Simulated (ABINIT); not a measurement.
An input for ABINIT 10.8.3 (BN (P6_3/mmc)):

```
acell 3*1.0 Angstrom
rprim 
  2.503989999987 0.000000000003 0.000000000000
  -1.251994999996 2.168518950810 0.000000000000
  0.000000000000 0.000000000000 6.661200000000
ntypat 2
znucl 5 7
natom 4
typat 1 1 2 2
xred 
  0.333333333333 0.666666666667 0.250000000000
  0.666666666667 0.333333333333 0.750000000000
  0.333333333333 0.666666666667 0.750000000000
  0.666666666667 0.333333333333 0.250000000000
pp_dirpath "pseudos"
pseudos "B.upf, N.upf"
ecut 36
ngkpt 6 6 4
nshiftk 1
shiftk 0 0 0
kptopt 1
chksymbreak 0
irdden 1
istwfk *1
nband 123
prtvol 0
optdriver 6
gwr_task "HDIAGO"
paral_kgb 0
occopt 1
indata_prefix "in"
outdata_prefix "out"
tmpdata_prefix "tmp"
```

```sh
OMP_NUM_THREADS=1 mpirun -n 8 abinit run.abi > log
```

Estimate wall time and host memory on 8 MPI ranks of Arm Neoverse V1, shared host.

It took 2 min; on shared hardware allow 60 s to 4 min. Peak host memory was 3.2 GiB.

[Paths, hosts, dates, memory and timing lines, banners, echoed tables and standing remarks are left out of the program output.]

[Logs are printed without paths, hosts, clocks, repeated set-up lines and the standing remarks that a program may print on its own settings, such as how far it seeks lower states.]

[Runs of the session that timed out or met a known fault of the program may be left out.]

[Hosts, paths, dates, database ids (printed as entryN), source tags and the programs' standing remarks are cut or masked in the printed files.]

[G0W0 gaps are taken among the corrected bands and points alone; a level outside them can change the order at an edge.]

[Where Ansatz stands beside ABINIT at settings called matched, ABINIT's density can come from a denser mesh and the files from another edition; pairs whose starting gaps differed by over 0.03 eV were left out, so agreement reads better than it is.]
